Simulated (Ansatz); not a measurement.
# Bands, cutoff and cost in G0W0 for BaSrTi2O6 (perovskite [001] superlattice)

Aim: see how the G0W0 gap of BaSrTi2O6 (perovskite [001] superlattice) on PBEsol moves with empty bands and screening cutoff, and what each rung costs.

Main program and level: Ansatz 0.2.0; G0W0 on PBEsol, plane waves, PAW; PAW set soft_1.

### 1. The starting structure

The cell holds 20 atoms: 2 Sr, 12 O, 4 Ti and 2 Ba. Its edges and angles: a = 3.923 Å, b = 3.923 Å, c = 15.891 Å, α = 90.0°, β = 90.0°, γ = 90.0°. It derives from SrTiO3. Regions: SrTiO3, 10 atoms (2 Sr, 6 O and 2 Ti); BaTiO3, 10 atoms (2 Ba, 6 O and 2 Ti). The structure's axis is c.

The structure was relaxed with PBEsol. The runs that relaxed it are not among those shown. Spin-orbit coupling is left out unless a step names it.

### 2. 339 empty bands, screening to 72 eV

G0W0 replaces the xc potential by the self-energy, built once from these orbitals. Only a window of levels is corrected, while the sums run over the empty bands that the input names. This step takes PAW set soft_1 files.

File input.yaml:

```yaml
crystal:
  lattice:
    - [3.9230183724, 0.0, 0.0]
    - [0.0, 3.9230183724, 0.0]
    - [0.0, 0.0, 15.891451069]
  atoms:
    - { symbol: Sr, position: [0.0, 0.0, 0.056563162] }
    - { symbol: O, position: [0.5, 0.5, 0.0623640627] }
    - { symbol: Ti, position: [0.5, 0.5, 0.1783899353] }
    - { symbol: O, position: [0.5, 0.0, 0.1855802327] }
    - { symbol: O, position: [0.0, 0.5, 0.1855802327] }
    - { symbol: Sr, position: [0.0, 0.0, 0.3018132738] }
    - { symbol: O, position: [0.5, 0.5, 0.3076801959] }
    - { symbol: Ti, position: [0.5, 0.5, 0.4229808387] }
    - { symbol: O, position: [0.5, 0.0, 0.4288802332] }
    - { symbol: O, position: [0.0, 0.5, 0.4288802332] }
    - { symbol: Ba, position: [0.0, 0.0, 0.5534579145] }
    - { symbol: O, position: [0.5, 0.5, 0.560056261] }
    - { symbol: Ti, position: [0.5, 0.5, 0.677666613] }
    - { symbol: O, position: [0.5, 0.0, 0.6850606824] }
    - { symbol: O, position: [0.0, 0.5, 0.6850606824] }
    - { symbol: Ba, position: [0.0, 0.0, 0.8085657876] }
    - { symbol: O, position: [0.5, 0.5, 0.8147682558] }
    - { symbol: Ti, position: [0.5, 0.5, 0.9331207648] }
    - { symbol: O, position: [0.5, 0.0, 0.9417054133] }
    - { symbol: O, position: [0.0, 0.5, 0.9417054133] }
kpoints:
  mp_grid: { grid: [6, 6, 2] }
hamiltonian:
  xc: pbesol
  pseudopotentials: { kind: paw, azcp: { folder: soft_1 }, xc_functional: pbe }
scf:
  occupations: { method: fixed }
gw:
  n_empty_bands: 339
  ecut_chi: 72
  qp_bands: [v4, c4]
  qp_kpoints: band_edges
  screening: { model: contour_deformation }
```

On the command line:

```sh
> ansatz run input.yaml --threads 3 --pin off --max-ram 92160MiB --backend cuda --events-out ev --progress --plain --runs-dir out --devices 1 --max-vram 13GiB
```

Numbers of over 12 decimals in the logs are rounded to 6 here.

Output:

```text
GPUs: using 1 of 1 available (devices: 1).
Engine: ansatz 0.2.0, x86_64-unknown-linux-gnu
Pseudopotentials: kind: paw
Pseudopotential: Sr, paw, valence charge 10, recommended cutoff 420 eV (normal), soft_1/Sr.paw.azcp
Pseudopotential: O, paw, valence charge 6, recommended cutoff 420 eV (normal), soft_1/O.paw.azcp
Pseudopotential: Ti, paw, valence charge 12, recommended cutoff 420 eV (normal), soft_1/Ti.paw.azcp
Pseudopotential: Ba, paw, valence charge 10, recommended cutoff 420 eV (normal), soft_1/Ba.paw.azcp
Functional definition: PBEsol
  exchange = pbesol_x
  correlation = pbesol_c
device memory: the entry about to start is reckoned to put 4.7 GiB on a device that reports 37.8 GiB free (of which the cap on the GPU budget leaves the run 13.0 GiB)
GPU FFT provider: cuFFT
GPU libraries: cuBLAS 13.8.2, cuFFT 12.4.0, cuSOLVER 12.3.4
Crystal: 20 atoms, lattice volume = 244.571 Å³
Basis set: ecut = 420 eV, 4821 PW (Γ)
Bands: 100, of which v1, the nominal top of the filled ones, is band 80 counted from 1 (79 counted from 0)
Symmetry: 8 space group operations
Space group: P4mm (ITA 99), of the structure as read, at distance tolerance 6.3e-5 Å
k-points: 20 of 72
Non-local potential: Sr, projectors of the file, l = 0: 3, l = 1: 2, l = 2: 2
Non-local potential: O, projectors of the file, l = 0: 2, l = 1: 2, l = 2: 1
Non-local potential: Ti, projectors of the file, l = 0: 3, l = 1: 2, l = 2: 3, l = 3: 1
Non-local potential: Ba, projectors of the file, l = 0: 3, l = 1: 2, l = 2: 2, l = 3: 2
PAW form: soft (Blöchl's): semilocal exchange-correlation on the pseudo side does not see the compensation charge
PAW frozen core: Sr, regenerated for the run's functional, and the local potential with it (the file was generated under x = pbe(κ = 0.804, μ = 0.219515), c = pbe(β = 0.066725))
PAW frozen core: O, regenerated for the run's functional, and the local potential with it (the file was generated under x = pbe(κ = 0.804, μ = 0.219515), c = pbe(β = 0.066725))
PAW frozen core: Ti, regenerated for the run's functional, and the local potential with it (the file was generated under x = pbe(κ = 0.804, μ = 0.219515), c = pbe(β = 0.066725))
PAW frozen core: Ba, regenerated for the run's functional, and the local potential with it (the file was generated under x = pbe(κ = 0.804, μ = 0.219515), c = pbe(β = 0.066725))
PAW one-centre angular grid: Sr, 110 points (default); XC on 64 Gauss nodes
PAW one-centre angular grid: O, 110 points (default); XC on 64 Gauss nodes
PAW one-centre angular grid: Ti, 590 points (default); XC on 64 Gauss nodes
PAW one-centre angular grid: Ba, 194 points (default); XC on 64 Gauss nodes
Initial density: superposition of atomic densities (chi_scale 0.1, normalization cell, long waves kept (reshape's long-wave potential 0.73 eV rms))
Initial wavefunctions: pseudopotential atomic-orbital guess
GPU buffer pool allocated for 78732 grid points (all kernels)
GPU transforms: local potential and band sums: pruned to the plane-wave sphere, on 27×27×108
Functional: x = pbesol(κ = 0.804, μ = 0.123457), c = pbesol(β = 0.046)
SCF iter   1: F=—  HF=-35371.762106 eV  |F-HF|=—  |Δ(HF+E_count)|=         —  Δρ=5.52e-2  dr2=1.09e1  ethr=3.10e-3  ⟨swp⟩=4.5  Hψ=6749  notcnv=0  defer=348
preconditioner: auto → Resta (q_TF=auto, 2.542 Å⁻¹)  ε∞=5.7  [insulator: Δε(μ)=0.031 eV  Ē_g=11.992 eV  n_scr=68 (ndim 8)  ℏωp=26.0 eV  f_vac=0.000  ε∞_Penn≈5.7]
SCF iter   2: F=—  HF=-35370.172628 eV  |F-HF|=—  |Δ(HF+E_count)|=    1.59e0  Δρ=2.62e-2  dr2=2.52e0  ethr=3.10e-3  ⟨swp⟩=2.8  Hψ=3090  notcnv=0  defer=317
SCF iter   3: F=—  HF=-35369.974289 eV  |F-HF|=—  |Δ(HF+E_count)|=   1.98e-1  Δρ=2.23e-2  dr2=1.30e0  ethr=1.58e-3  ⟨swp⟩=3.0  Hψ=3485  notcnv=0  defer=319
SCF iter   4: F=—  HF=-35369.790410 eV  |F-HF|=—  |Δ(HF+E_count)|=   1.84e-1  Δρ=6.20e-3  dr2=9.98e-2  ethr=8.12e-4  ⟨swp⟩=2.8  Hψ=4264  notcnv=0  defer=318
SCF iter   5: F=—  HF=-35369.786421 eV  |F-HF|=—  |Δ(HF+E_count)|=   3.99e-3  Δρ=2.28e-3  dr2=1.08e-2  ethr=6.24e-5  ⟨swp⟩=2.6  Hψ=3064  notcnv=0  defer=345
SCF iter   6: F=—  HF=-35369.787802 eV  |F-HF|=—  |Δ(HF+E_count)|=   1.38e-3  Δρ=1.42e-3  dr2=4.09e-3  ethr=6.72e-6  ⟨swp⟩=2.5  Hψ=3001  notcnv=0  defer=358
SCF iter   7: F=—  HF=-35369.787506 eV  |F-HF|=—  |Δ(HF+E_count)|=   2.96e-4  Δρ=2.80e-4  dr2=1.60e-4  ethr=2.55e-6  ⟨swp⟩=2.3  Hψ=2885  notcnv=0  defer=360
SCF iter   8: F=—  HF=-35369.787598 eV  |F-HF|=—  |Δ(HF+E_count)|=   9.24e-5  Δρ=2.27e-4  dr2=1.25e-4  ethr=1.00e-7  ⟨swp⟩=2.0  Hψ=2999  notcnv=0  defer=333
SCF iter   9: F=—  HF=-35369.787590 eV  |F-HF|=—  |Δ(HF+E_count)|=   8.57e-6  Δρ=5.16e-5  dr2=5.94e-6  ethr=7.84e-8  ⟨swp⟩=2.0  Hψ=2788  notcnv=0  defer=288
SCF iter  10: F=—  HF=-35369.787591 eV  |F-HF|=—  |Δ(HF+E_count)|=   1.63e-6  Δρ=1.65e-5  dr2=7.12e-7  ethr=3.71e-9  ⟨swp⟩=2.0  Hψ=2784  notcnv=0  defer=275
SCF iter  11: F=—  HF=-35369.787592 eV  |F-HF|=—  |Δ(HF+E_count)|=   3.20e-7  Δρ=1.47e-5  dr2=5.54e-7  ethr=4.45e-10  ⟨swp⟩=2.0  Hψ=3281  notcnv=0  defer=275
SCF iter  12: F=-35369.787592 eV  HF=-35369.787592 eV  |F-HF|=4.23e-8  |Δ(HF+E_count)|=   5.69e-8  Δρ=5.72e-6  dr2=7.42e-8  ethr=6.25e-11  ⟨swp⟩=14.1  Hψ=10915  notcnv=0
SCF 1 converged in 12 iterations: F = -35369.787592 eV  dr2 = 7.42e-8
[...]
E_vpaw       = -1368.164216  (= ΣTr[D̂ρ^β])
  E_aug_tail   = 0.008790  (compensation charges beyond the density's cutoff)
  E_ewald      = -11422.058492
  E_core_change = 1.552564  (= ΣΔE_core)
  E_smearing   = -0.000000  (= −TS)
  E_closure    = -0.000000  (closes the sum)
  Σ components = -35369.787592   (vs F -35369.787592, Δ=0.00e0)
--- Band table (eV; the first three rows and the last of 20) ---
  k-point 0: bands = [... 76 lower, 9.6287, 9.7581, 9.8025, 9.8025, 12.0495, 12.1172, 12.1305, 12.2248, ... 16 higher]
  k-point 1: bands = [... 76 lower, 9.7086, 9.7086, 9.7799, 9.7799, 12.0603, 12.0848, 12.1578, 12.2192, ... 16 higher]
  k-point 2: bands = [... 76 lower, 9.3794, 9.4245, 9.5699, 9.6951, 12.3380, 12.6151, 12.6506, 12.6631, ... 16 higher]
  k-point 19: bands = [... 76 lower, 10.1298, 10.1392, 10.1665, 10.2007, 14.0649, 14.0649, 14.0945, 14.0945, ... 16 higher]
--- G₀W₀: contour deformation, 6 samples at zero and on the imaginary axis and 2 off it, 72 q-points, 339 empty bands' worth ---
  eigenvalues of the whole cell's RPA ε∞ on this k-mesh (on a slab, of 1 + 4πα/V) = 5.7434, 6.2125, 6.2125; static W/v taken at q = 0 is 0.163629
  bands read: the sum over 419 bands ends inside a degenerate multiplet in 1 slot, whose members it reads at an even weight; the widest, k=18: bands 419 to 420 (counted from 1) at 1/2 each
  gw.qp_kpoints: band_edges: 18 of 20 stored k-points solved, in 1 pass; an edge of the gap read off the rows below is read off those points alone
    valence top: of the k-points left out ik 8 came nearest to being solved in a further pass, in band 79 (counted from 1, as in the quasiparticle table): it holds the edge there only if its correction is more favourable than any solved in that band by at least 0.555 eV; those differ by 0.131 eV
    conduction bottom: of the k-points left out ik 8 came nearest to being solved in a further pass, in band 81 (counted from 1, as in the quasiparticle table): it holds the edge there only if its correction is more favourable than any solved in that band by at least 0.539 eV; those differ by 0.075 eV
  `?` marks the rows in doubt; gw_qp.tsv's column doubts and the gw_qp event give each row's grounds
    ik  band        ε_KS         Σx   Σc(E_QP)       V_xc       Z   E_QP_lin       E_QP  E_QP is
     0    77      9.6287   -25.8236     4.7061   -21.0360  0.7350     9.5472     9.5474  root
     0    78      9.7581   -26.0996     4.6798   -21.3696  0.7366     9.7078     9.7078  root
     0    79      9.8025   -25.6850     4.5109   -21.1360  0.7370     9.7643     9.7644  root
     0    80      9.8025   -25.6850     4.5109   -21.1360  0.7370     9.7643     9.7644  root
     0    81     12.0495   -12.6333    -6.0531   -20.3116  0.7479    13.7283    13.6748  root
     0    82     12.1172   -12.7602    -6.1445   -20.5543  0.7454    13.8240    13.7669  root
     0    83     12.1305   -12.7083    -6.1560   -20.5143  0.7460    13.8376    13.7806  root
     0    84     12.2248   -12.8480    -6.2735   -20.7989  0.7430    13.9640    13.9022  root
     1    77      9.7086   -25.8078     4.6137   -21.1277  0.7360     9.6421     9.6422  root
     1    78      9.7086   -25.8078     4.6137   -21.1277  0.7360     9.6421     9.6422  root
     1    79      9.7799   -25.7111     4.5603   -21.1065  0.7364     9.7356     9.7356  root
     1    80      9.7799   -25.7111     4.5603   -21.1065  0.7364     9.7356     9.7356  root
     1    81     12.0603   -12.6880    -6.0730   -20.3888  0.7470    13.7423    13.6881  root
     1    82     12.0848   -12.6191    -6.0889   -20.3467  0.7479    13.7785    13.7235  root
     1    83     12.1578   -12.8228    -6.2038   -20.6875  0.7440    13.8777    13.8186  root
     1    84     12.2192   -12.8197    -6.2613   -20.7560  0.7435    13.9554    13.8941  root
     2    77      9.3794   -25.4322     4.7563   -20.5664  0.7283     9.2697     9.2700  root
     2    78      9.4245   -25.3496     4.7418   -20.4978  0.7285     9.3142     9.3145  root
     2    79      9.5699   -25.3635     4.3368   -21.0005  0.7363     9.5437     9.5437  root
     2    80      9.6951   -25.9363     4.6677   -21.2102  0.7362     9.6366     9.6367  root
     2    81     12.3380   -13.1952    -5.7393   -20.5422  0.7458    13.9988    13.9456  root
     2    82     12.6151   -13.6353    -5.9323   -21.1793  0.7357    14.2848    14.2268  root
     2    83     12.6506   -13.6514    -5.9906   -21.2712  0.7351    14.3399    14.2798  root
     2    84     12.6631   -13.5914    -6.0036   -21.2239  0.7358    14.3516    14.2920  root
[...]
16    84     13.9968   -14.7505    -6.7087   -23.1385  0.7024    15.7767    15.6761  root ?
[...]
17    83     14.0433   -14.6192    -6.8032   -23.0948  0.7006    15.8179    15.7157  root ?
    17    84     14.0725   -14.7081    -6.7438   -23.1400  0.7026    15.8619    15.7607  root ?
    18    77     10.1252   -25.7744     4.9915   -20.6780  0.7281    10.0201    10.0203  root
    18    78     10.1515   -25.8597     5.0178   -20.7603  0.7278    10.0698    10.0700  root
    18    79     10.1571   -25.8414     4.9945   -20.7479  0.7285    10.0580    10.0582  root
    18    80     10.2017   -25.9110     4.9802   -20.8273  0.7290    10.0979    10.0981  root
    18    81     14.0045   -14.7621    -6.7201   -23.1638  0.7022    15.7872    15.6862  root ?
    18    82     14.0045   -14.7621    -6.7201   -23.1638  0.7022    15.7872    15.6862  root ?
    18    83     14.2701   -14.6327    -6.9687   -23.2849  0.6963    16.0614    15.9536  root ?
    18    84     14.2701   -14.6327    -6.9687   -23.2849  0.6963    16.0614    15.9536  root ?
    19    77     10.1298   -25.7783     4.9826   -20.6887  0.7282    10.0227    10.0229  root
    19    78     10.1392   -25.8239     5.0170   -20.7160  0.7278    10.0482    10.0484  root
    19    79     10.1665   -25.8794     5.0059   -20.7875  0.7283    10.0803    10.0805  root
    19    80     10.2007   -25.9046     4.9786   -20.8198  0.7291    10.0943    10.0945  root
    19    81     14.0649   -14.6884    -6.8112   -23.1745  0.6997    15.8434    15.7398  root ?
    19    82     14.0649   -14.6884    -6.8112   -23.1745  0.6997    15.8434    15.7398  root ?
    19    83     14.0945   -14.7794    -6.7520   -23.2209  0.7018    15.8865    15.7840  root ?
    19    84     14.0945   -14.7794    -6.7520   -23.2209  0.7018    15.8865    15.7840  root ?
[key lines of the parts left out:]
SCF converged after 12 iterations
Free energy (F): -35369.787592 eV
Fermi energy:    10.201705 eV
```

Wall time 91 s (1 × NVIDIA H100 80GB HBM3 (shared by 6 runs) with 3 threads of AMD EPYC 7R13 (Zen 3), shared host); peak memory 2.5 GiB.

The column dr2 measures how far the density is from self-consistency, as an energy; F and HF (Harris–Foulkes) agree once it is small.

Numbers from this step:

* bands summed: 419
* RPA ε∞ on this mesh (eigenvalues): 5.743, 6.212, 6.212
* plane waves in the screening matrix: 345
* q-points in the mesh: 72
* G0W0 gap on the mesh: 3.577 eV
* k of the valence top: -0.5, -0.5, 0
* k of the conduction bottom: 0, 0, 0
* starting gap on the mesh: 1.848 eV
* Z at the valence top: 0.7290
* Z at the conduction bottom: 0.7479
* least direct G0W0 gap on the computed points: 3.910 eV

The gap on the mesh goes from 1.85 eV to 3.58 eV, a correction of +1.73 eV. Between the two edge states, bare exchange in place of the xc potential would open the gap by 12.76 eV, and correlation takes back 11.03 eV.

### 3. 823 empty bands, screening to 130 eV

Another rung: the empty bands reach about as high as the screening cutoff, so the two stay in balance.

input.yaml: that of step 2 with these lines changed.

```diff
@@ -34,4 +34,4 @@
 gw:
-  n_empty_bands: 339
-  ecut_chi: 72
+  n_empty_bands: 823
+  ecut_chi: 130.0
   qp_bands: [v4, c4]
```

Output:

```text
GPUs: using 1 of 1 available (devices: 1).
[...]
GPU FFT provider: cuFFT
GPU libraries: cuBLAS 13.8.2, cuFFT 12.4.0, cuSOLVER 12.3.4
Crystal: 20 atoms, lattice volume = 244.571 Å³
Basis set: ecut = 420 eV, 4821 PW (Γ)
Bands: 100, of which v1, the nominal top of the filled ones, is band 80 counted from 1 (79 counted from 0)
[... 1 set-up line as in the run before ...]
[...]
k-points: 20 of 72
[...]
GPU buffer pool allocated for 78732 grid points (all kernels)
[...]
SCF iter   1: F=—  HF=-35371.762106 eV  |F-HF|=—  |Δ(HF+E_count)|=         —  Δρ=5.52e-2  dr2=1.09e1  ethr=3.10e-3  ⟨swp⟩=4.5  Hψ=6749  notcnv=0  defer=348
[...]
SCF iter  12: F=-35369.787592 eV  HF=-35369.787592 eV  |F-HF|=4.23e-8  |Δ(HF+E_count)|=   5.69e-8  Δρ=5.72e-6  dr2=7.42e-8  ethr=6.25e-11  ⟨swp⟩=14.1  Hψ=10915  notcnv=0
SCF 1 converged in 12 iterations: F = -35369.787592 eV  dr2 = 7.42e-8
[...]
NSCF: frozen V_eff on 20 k-points
[...]
G₀W₀ screening: q 1/20
[... further progress lines ...]
SCF converged after 12 iterations
Free energy (F): -35369.787592 eV
[...]
Internal energy: -35369.787592 eV  (E = F + TS)
E sigma→0 (E₀):  -35369.787592 eV
Fermi energy:    10.201705 eV
[...]
--- Band table (eV; the first three rows and the last of 20) ---
  k-point 0: bands = [... 76 lower, 9.6287, 9.7581, 9.8025, 9.8025, 12.0495, 12.1172, 12.1305, 12.2248, ... 16 higher]
  k-point 1: bands = [... 76 lower, 9.7086, 9.7086, 9.7799, 9.7799, 12.0603, 12.0848, 12.1578, 12.2192, ... 16 higher]
  k-point 2: bands = [... 76 lower, 9.3794, 9.4245, 9.5699, 9.6951, 12.3380, 12.6151, 12.6506, 12.6631, ... 16 higher]
  k-point 19: bands = [... 76 lower, 10.1298, 10.1392, 10.1665, 10.2007, 14.0649, 14.0649, 14.0945, 14.0945, ... 16 higher]
[...]
0    77      9.6287   -25.8236     4.4138   -21.0360  0.7292     9.2523     9.2550  root
     0    78      9.7581   -26.0996     4.3772   -21.3696  0.7309     9.4029     9.4052  root
     0    79      9.8025   -25.6850     4.2117   -21.1360  0.7310     9.4632     9.4652  root
     0    80      9.8025   -25.6850     4.2117   -21.1360  0.7310     9.4632     9.4652  root
     0    81     12.0495   -12.6333    -6.3933   -20.3116  0.7437    13.3653    13.3345  root
     0    82     12.1172   -12.7602    -6.4873   -20.5543  0.7411    13.4568    13.4241  root
     0    83     12.1305   -12.7083    -6.4973   -20.5143  0.7417    13.4720    13.4392  root
     0    84     12.2248   -12.8480    -6.6169   -20.7989  0.7386    13.5941    13.5589  root
[...]
19    81     14.0649   -14.6884    -7.1711   -23.1745  0.6938    15.4383    15.3799  root
    19    82     14.0649   -14.6884    -7.1711   -23.1745  0.6938    15.4383    15.3799  root
    19    83     14.0945   -14.7794    -7.1133   -23.2209  0.6960    15.4807    15.4227  root
    19    84     14.0945   -14.7794    -7.1133   -23.2209  0.6960    15.4807    15.4227  root
```

The job ended after 5.9 min (1 × NVIDIA H100 80GB HBM3 (shared by 6 runs) with 3 threads; peak memory 5.5 GiB; 11 min of CPU time).

Numbers from this step:

```
bands summed                                 : 903
RPA ε∞ on this mesh (eigenvalues)            : 5.673, 6.140, 6.140
plane waves in the screening matrix          : 841
q-points in the mesh                         : 72
G0W0 gap on the mesh                         : 3.515 eV
k of the valence top                         : -0.5, -0.5, 0
k of the conduction bottom                   : 0, 0, 0
starting gap on the mesh                     : 1.848 eV
Z at the valence top                         : 0.7224
Z at the conduction bottom                   : 0.7437
least direct G0W0 gap on the computed points : 3.869 eV
```

Against the run with 6×6×2 mesh, 339 empty bands, screening to 72 eV, PAW set soft_1 files, the gap moves by −0.06 eV.

### 4. Side by side

Times are wall times on 1 × NVIDIA H100 80GB HBM3 (shared by 6 runs) with 3 threads of AMD EPYC 7R13 (Zen 3), shared host, good to a factor of about two.

```tsv
mesh	files	frequency	bands summed	cutoff (eV)	start (eV)	G0W0 (eV)	time	host memory (GiB)
6×6×2	PAW set soft_1	contour deformation	419	72	1.848	3.577	91 s	2.5
6×6×2	PAW set soft_1	contour deformation	903	130	1.848	3.515	5.9 min	5.5
```

The parts of the quasiparticle energy at the two band edges (eV; QP = start + Σx + Σc − Vxc):

```tsv
run	edge	start	Σx	Σc	Vxc	Z	QP
419 bands	valence top	10.20	-25.91	4.98	-20.83	0.73	10.10
419 bands	conduction bottom	12.05	-12.63	-6.05	-20.31	0.75	13.67
903 bands	valence top	10.20	-25.91	4.70	-20.83	0.72	9.82
903 bands	conduction bottom	12.05	-12.63	-6.39	-20.31	0.74	13.33
```

### 5. What came out

- 419 bands, 72 eV: 3.577 eV
- 903 bands, 130 eV: 3.515 eV
- estimated limit in bands and cutoff: 3.46 eV
- mesh and start: 6×6×2, PBEsol

**Reading.** A line in one over the bands through the two rungs gives 3.46 eV, −0.05 eV from the top rung; with two points alone it is an unchecked estimate. The rungs stand 0.11 eV (419 bands) and 0.05 eV (903 bands) from it. From 419 to 903 bands the gap moves by −0.06 eV while the time grows 3.9-fold. Σc changes by −0.28 eV at the valence top and −0.34 eV at the conduction bottom, so the levels themselves move more than the gap between them. The many-body steps are scalar-relativistic: spin-orbit coupling is not in them.

[Paths, hosts, dates, memory and timing lines, banners, echoed tables and standing remarks are left out of the program output.]

[Logs are printed without paths, hosts, clocks, repeated set-up lines and the standing remarks that a program may print on its own settings, such as how far it seeks lower states.]

[Runs of the session that timed out or met a known fault of the program may be left out.]

[Cells called generated may have been cut or substituted from an entry of the Crystallography Open Database or the Materials Project.]

[Hosts, paths, dates, database ids (printed as entryN), source tags and the programs' standing remarks are cut or masked in the printed files.]
